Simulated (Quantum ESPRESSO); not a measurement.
# Rb3ClO (Pm-3m): modes at Γ and the response to a field

Which modes does Rb3ClO (Pm-3m) have at the zone centre?

Main program and level: Quantum ESPRESSO 7.5; DFT LDA, scalar-relativistic, plane waves, PseudoDojo norm-conserving pseudopotentials.

This is a report of a sequence of runs, with most program output left out.

### Step 1. Starting point

The structure is cubic, space group Pm-3m (No. 221). The conventional cell has a = 5.534 Å, b = 5.534 Å, c = 5.534 Å, α = 90.00°, β = 90.00°, γ = 90.00°. Rb has 2 O at 2.77 Å and 4 Cl at 3.91 Å and 8 Rb at 3.91 Å nearest. Cl has 12 Rb at 3.91 Å nearest. Nearest to O lie 6 Rb at 2.77 Å. Farther neighbours and most contacts between anions are not listed.

### Step 2. A probe with smearing

A cheap run with smearing and empty bands tells whether the crystal has a gap, which decides between fixed occupations and smearing later on.

probe.in reads:

```
&CONTROL
  calculation = 'scf'
  prefix      = 'x'
  outdir      = './tmp'
  pseudo_dir  = './pseudo'
  tprnfor     = .true.
  tstress     = .true.
  verbosity   = 'high'
/
&SYSTEM
  ibrav       = 1
  celldm(1)   = 10.45713777
  nat         = 5
  ntyp        = 3
  ecutwfc     = 92.0
  occupations = 'smearing'
  smearing    = 'gaussian'
  degauss     = 0.01
/
&ELECTRONS
  conv_thr         = 1.0d-07
  mixing_beta      = 0.7
  electron_maxstep = 100
/
ATOMIC_SPECIES
 Rb     85.4678  Rb.upf
 Cl     35.4500  Cl.upf
 O      15.9990  O.upf
ATOMIC_POSITIONS crystal
 Rb     0.000000000   0.000000000   0.500000000
 Rb     0.000000000   0.500000000   0.000000000
 Rb     0.500000000   0.000000000   0.000000000
 Cl     0.500000000   0.500000000   0.500000000
 O      0.000000000   0.000000000   0.000000000
K_POINTS automatic
 4 4 4 0 0 0
```

Run with:

```sh
$ OMP_NUM_THREADS=1 mpirun -n 8 pw.x -nk 8 -in probe.in > probe.out
```

The job ended after 16 s (8 MPI ranks of Arm Neoverse V1, shared host).

This step gave:

* volume per atom: 33.89 Å³
* pressure: -2.411 GPa
* gap on the k-mesh: 0.2897 eV

A gap of 0.29 eV on this mesh is too small to trust, so smearing is kept; the start stands at -2.4 GPa.

### Step 3. Relaxation

The relaxation runs at a cutoff a fifth above that of the response, since stress converges more slowly with the basis than frequencies do. Forces and stress are brought to rest with tight thresholds.

relax.in reads:

```
&CONTROL
  calculation   = 'vc-relax'
  prefix        = 'x'
  outdir        = './tmp'
  pseudo_dir    = './pseudo'
  tprnfor       = .true.
  tstress       = .true.
  forc_conv_thr = 2.0d-05
  etot_conv_thr = 1.0d-07
  nstep         = 40
/
&SYSTEM
  ibrav       = 1
  celldm(1)   = 10.45713777
  nat         = 5
  ntyp        = 3
  ecutwfc     = 110
  occupations = 'smearing'
  smearing    = 'gaussian'
  degauss     = 0.002
/
&ELECTRONS
  conv_thr         = 1.0d-11
  mixing_beta      = 0.7
  electron_maxstep = 100
/
&IONS
/
&CELL
  press_conv_thr = 0.2
/
ATOMIC_SPECIES
 Rb     85.4678  Rb.upf
 Cl     35.4500  Cl.upf
 O      15.9990  O.upf
ATOMIC_POSITIONS crystal
 Rb     0.000000000   0.000000000   0.500000000
 Rb     0.000000000   0.500000000   0.000000000
 Rb     0.500000000   0.000000000   0.000000000
 Cl     0.500000000   0.500000000   0.500000000
 O      0.000000000   0.000000000   0.000000000
K_POINTS automatic
 6 6 6 0 0 0
```

Run with:

```sh
$ OMP_NUM_THREADS=1 mpirun -n 8 pw.x -nk 8 -in relax.in > relax.out
```

Run time: 5.8 min. Hardware: 8 MPI ranks.

Relaxation path:

```csv
step,energy less that of the first step (eV),largest force (eV/Å),pressure (GPa),volume (Å³)
1,0.0000,0.0000,-2.41,169.45
2,-0.0304,0.0000,-2.27,167.37
3,-0.0719,0.0000,-2.04,164.29
4,-0.1245,0.0000,-1.65,159.74
5,-0.1786,0.0000,-0.92,153.07
6,-0.1975,0.0000,0.19,145.37
7,-0.1982,0.0000,-0.02,146.64
8,-0.1982,0.0000,0.00,146.54
9,-0.1982,0.0000,0.00,146.54
10,-0.1978,0.0000,0.00,146.54
```

```csv
"conventional cell, symmetrised",before,after,change
a (Å),5.534,5.272,-4.7 %
b (Å),5.534,5.272,-4.7 %
c (Å),5.534,5.272,-4.7 %
volume (Å³/atom),33.89,29.31,-13.5 %
```

The relaxed structure:

```
Rb Cl O
1.0
     5.27210    0.00000    0.00000
     0.00000    5.27210    0.00000
     0.00000    0.00000    5.27210
Rb Cl O
3 1 1
Direct
  0.00000 0.00000 0.50000
  0.00000 0.50000 0.00000
  0.50000 0.00000 0.00000
  0.50000 0.50000 0.50000
  0.00000 0.00000 0.00000
```

The last row of the table of steps is pw.x's closing run on a basis chosen anew for the final cell, so its energy can jump.

This step gave:

```yaml
volume_per_atom: 29.31 Å³
pressure: 0 GPa
gap_on_the_k_mesh: 0.2870 eV
```

The volume changes by -13.5 % from the cell with which this run began.

### Step 4. Self-consistent run for the response

The response is built on this ground state, so it is converged far tighter than an energy would need. Smearing stays on, as the first look found no gap above 0.3 eV.

scf.in reads:

```
&CONTROL
  calculation = 'scf'
  prefix      = 'x'
  outdir      = './tmp'
  pseudo_dir  = './pseudo'
  tprnfor     = .true.
  tstress     = .true.
/
&SYSTEM
  ibrav       = 1
  celldm(1)   = 9.96283133
  nat         = 5
  ntyp        = 3
  ecutwfc     = 92.0
  occupations = 'smearing'
  smearing    = 'gaussian'
  degauss     = 0.002
/
&ELECTRONS
  conv_thr         = 1.0d-12
  mixing_beta      = 0.7
  electron_maxstep = 100
/
ATOMIC_SPECIES
 Rb     85.4678  Rb.upf
 Cl     35.4500  Cl.upf
 O      15.9990  O.upf
ATOMIC_POSITIONS crystal
 Rb     0.000000000   0.000000000   0.500000000
 Rb     0.000000000   0.500000000   0.000000000
 Rb     0.500000000   0.000000000   0.000000000
 Cl     0.500000000   0.500000000   0.500000000
 O      0.000000000   0.000000000   0.000000000
K_POINTS automatic
 6 6 6 0 0 0
```

Run with:

```sh
$ OMP_NUM_THREADS=1 mpirun -n 8 pw.x -nk 8 -in scf.in > scf.out
```

Wall time 30 s (8 MPI ranks).

Numbers from this step:

| Item | Value |
| --- | --- |
| pressure | 0.002 GPa |

The cell stands at 0.002 GPa, close enough for phonons.

### Step 5. Self-consistent run for the response

The smeared run left no partial occupations, so the cell has a gap; with fixed occupations the field response becomes possible.

scf.in: that of step 4 with these lines changed.

```diff
@@ -14,5 +14,4 @@
   ecutwfc     = 92.0
-  occupations = 'smearing'
-  smearing    = 'gaussian'
-  degauss     = 0.002
+  occupations = 'fixed'
+  nbnd        = 22
 /
```

Wall time 29 s (8 MPI ranks).

### Step 6. Zone-centre response

At q = 0 one unit cell holds all displacements; symmetry groups them into irreducible representations that are solved one by one. The response to a field gives ε∞ and the Born charges, which polar modes need.

ph.in reads:

```
phonons
&INPUTPH
  prefix = 'x'
  outdir = './tmp'
  fildyn = 'g.dyn'
  tr2_ph = 1.0d-18
  epsil  = .true.
/
0.000000000000 0.000000000000 0.000000000000
```

Run with:

```sh
$ OMP_NUM_THREADS=1 mpirun -n 8 ph.x -nk 8 -in ph.in > ph.out
```

Elapsed: 15 min, on 8 MPI ranks.

Read from the output:

| Item | Value |
| --- | --- |
| miss of the charge sum rule | 0.01445 e |
| largest acoustic frequency at the zone centre before the sum rule | -1.31 cm⁻¹ |
| highest optical zone-centre mode (no LO-TO term) | 219.9 cm⁻¹ |
| lowest optical zone-centre mode | -37.95 cm⁻¹ |
| mean high-frequency dielectric constant | 4.259 |
| largest Born charge in size (third of the trace) | 2.491 e |

Born charge (rows field, columns displacement), before the sum rule (e), principal values of the symmetric part by kind of site:

```csv
atom,atoms with these values,low,middle,high,mean
Rb1,3,1.17,1.17,1.40,1.25
Cl4,1,-1.26,-1.26,-1.26,-1.26
O5,1,-2.49,-2.49,-2.49,-2.49
```

In full for O5:

```
-2.49  0.00  0.00
 0.00 -2.49  0.00
 0.00  0.00 -2.49
```

High-frequency dielectric tensor:

```
4.26 0.00 0.00
0.00 4.26 0.00
0.00 0.00 4.26
```

The acoustic modes at Γ come out as far as 1.3 cm⁻¹ from zero, where they should vanish, a small numerical error; the Born charges miss their sum rule by 0.014 e, which is good. The lowest optical mode is imaginary, 38i cm⁻¹, an instability at this level and on this k mesh.

### Step 7. Zone-centre analysis

A rigid shift of the crystal must cost nothing, but grids and finite bases break this; the acoustic sum rule is imposed before the matrix is diagonalised again. With Born charges the intensities follow; a static dielectric tensor has no meaning with imaginary modes.

dynmat.in reads:

```
&INPUT
  fildyn = 'g.dyn'
  asr    = 'simple'
  fileig = 'dynmat.eig'
  lperm  = .true.
/
```

Run with:

```sh
$ dynmat.x -in dynmat.in > dynmat.out
```

Wall time 0.47 s (1 thread).

This step gave:

```yaml
lowest_optical_zone_centre_mode: -37.89 cm⁻¹
```

Unit eigenvectors of the mass-weighted matrix after the sum rule; no LO-TO term. The modes at Γ (shares of kinetic energy by element, %) (negative means imaginary):

```csv
mode,frequency (cm⁻¹),Rb %,Cl %,O %
1,-37.9,40,54,6
2,-37.9,40,54,6
3,-37.9,40,54,6
4,-30.1,100,0,0
5,-30.1,100,0,0
6,-30.1,100,0,0
7,0.0,83,12,5
8,0.0,83,12,5
9,0.0,83,12,5
10,76.0,51,34,15
11,76.0,51,34,15
12,76.0,51,34,15
13,219.9,26,0,74
14,219.9,26,0,74
15,219.9,26,0,74
```

Displacements in mode 2 (-37.9 cm⁻¹), the largest set to 1:
```
Rb1 -0.09  0.24  0.21
Rb2 -0.09 -0.15 -0.36
Rb3  0.05  0.24 -0.36
Cl4  0.24 -0.68  1.00
O5   0.12 -0.33  0.48
```

Displacements in mode 12 (76.0 cm⁻¹), the largest set to 1:
```
Rb1  0.02  0.03  0.71
Rb2  0.02 -0.09 -0.24
Rb3 -0.07  0.03 -0.24
Cl4  0.09  0.13 -1.00
O5  -0.09 -0.13  1.00
```

Degenerate modes summed, no LO-TO term; imaginary modes left out. Lines of the infrared spectrum (strongest = 100):

```csv
position (cm⁻¹),lines merged,"IR intensity, relative"
76,3,1.7
220,3,100
```

The rule moves no optical mode by more than 0.1 cm⁻¹.

### Step 8. Sum rules set otherwise (asr crystal)

The rule can be imposed in more than one way; the choices should agree where the raw error is small.

dynmat.in reads:

```
&INPUT
  fildyn = 'g.dyn'
  asr    = 'crystal'
  fileig = 'dynmat.eig'
  lperm  = .true.
/
```

Run with:

```sh
$ dynmat.x -in dynmat.in > dynmat.out
```

Wall time 0.47 s (1 thread).

This step gave:

- lowest optical zone-centre mode: -37.94 cm⁻¹

Zone-centre frequencies as printed; negative means imaginary. Modes:

```csv
mode,frequency (cm⁻¹)
1,-37.94
2,-37.94
3,-37.94
4,-30.08
5,-30.08
6,-30.08
7,0
8,0
9,0
10,75.93
11,75.93
12,75.93
13,219.9
14,219.9
15,219.9
```

Against the first rule no mode moves by more than 0.1 cm⁻¹.

### Step 9. Sum rules set otherwise: a sum rule for molecules or wires on a crystal

This rule also removes rotations, which suits molecules and not a crystal; it is tried to see the harm.

dynmat.in reads:

```
&INPUT
  fildyn = 'g.dyn'
  asr    = 'zero-dim'
  fileig = 'dynmat.eig'
  lperm  = .true.
/
```

Run with:

```sh
$ dynmat.x -in dynmat.in > dynmat.out
```

The job ended after 0.47 s (1 thread).

The program raised no error, yet the settings are not those of a careful run.

The fault: a sum rule for molecules or wires on a crystal; 3 optical modes are projected out to zero frequency, as if they were rotations.

For a crystal the rule has to be 'simple' or 'crystal'.

Zone-centre frequencies as printed; negative means imaginary. Modes:

```csv
mode,frequency (cm⁻¹)
1,-37.94
2,-37.08
3,-37.08
4,-7.97
5,-7.97
6,0
7,0
8,0
9,0
10,0
11,0
12,75.93
13,219.9
14,230.9
15,230.9
```

### Step 10. The LO-TO splitting (1 0 0)

A longitudinal polar mode sets up a macroscopic field that stiffens it; the term hangs on the direction from which q goes to zero.

dynmat.in reads:

```
&INPUT
  fildyn = 'g.dyn'
  asr    = 'simple'
  fileig = 'dynmat.eig'
  q(1)   = 1.0
  q(2)   = 0.0
  q(3)   = 0.0
/
```

Run with:

```sh
$ dynmat.x -in dynmat.in > dynmat.out
```

Elapsed: 0.47 s, on 1 thread.

Numbers from this step:

* highest mode moved by the LO-TO term: 282.5 cm⁻¹

Zone-centre frequencies as printed; negative means imaginary. Modes:

```csv
mode,frequency (cm⁻¹)
1,-37.89
2,-37.89
3,-30.07
4,-30.07
5,-30.07
6,0
7,0
8,0
9,65.24
10,75.96
11,75.96
12,83.89
13,219.9
14,219.9
15,282.5
```

The field moves 3 modes; the highest of them now lies at 282 cm⁻¹, where the highest that moved away lay at 220.

### Step 11. Results

| Item | Value |
| --- | --- |
| space group after relaxation | Pm-3m |
| volume per atom | 29.3 Å³ |
| gap on the k-mesh | 0.287 eV |
| highest optical zone-centre mode (no LO-TO term) | 219.9 cm⁻¹ |
| lowest optical zone-centre mode | -37.9 cm⁻¹ |
| highest mode moved by the LO-TO term (probably not converged in the k mesh) | 282.5 cm⁻¹ |
| mean high-frequency dielectric constant (probably not converged in the k mesh) | 4.26 |
| largest Born charge in size (third of the trace) (probably not converged in the k mesh) | 2.49 e |
| imaginary optical modes at the zone centre (no q mesh in this session) | yes |

At the LDA level the optical modes of Rb3ClO (Pm-3m) at the zone centre (no LO-TO term) run from 38i to 220 cm⁻¹, so the structure is a saddle point, with 6 modes beyond 10i cm⁻¹ there. Along the directions run, the highest mode that the macroscopic field moves lies at 282 cm⁻¹. ε∞, the Born charges and what follows from them are probably not converged in the k mesh. Of the 12 optical modes, 9 are infrared active alone and 3 are silent. These are harmonic frequencies at zero temperature: anharmonic shifts and linewidths and thermal expansion are left out. The structure comes from a database and need not be the phase that is stable at ambient conditions.

[Host names and launcher messages were left out of these logs when they were recorded.]

[Logs are printed without paths, hosts, clocks, repeated set-up lines and the standing remarks that a program may print on its own settings, such as how far it seeks lower states.]

[Hosts, paths, dates, database ids (printed as entryN), source tags and the programs' standing remarks are cut or masked in the printed files.]
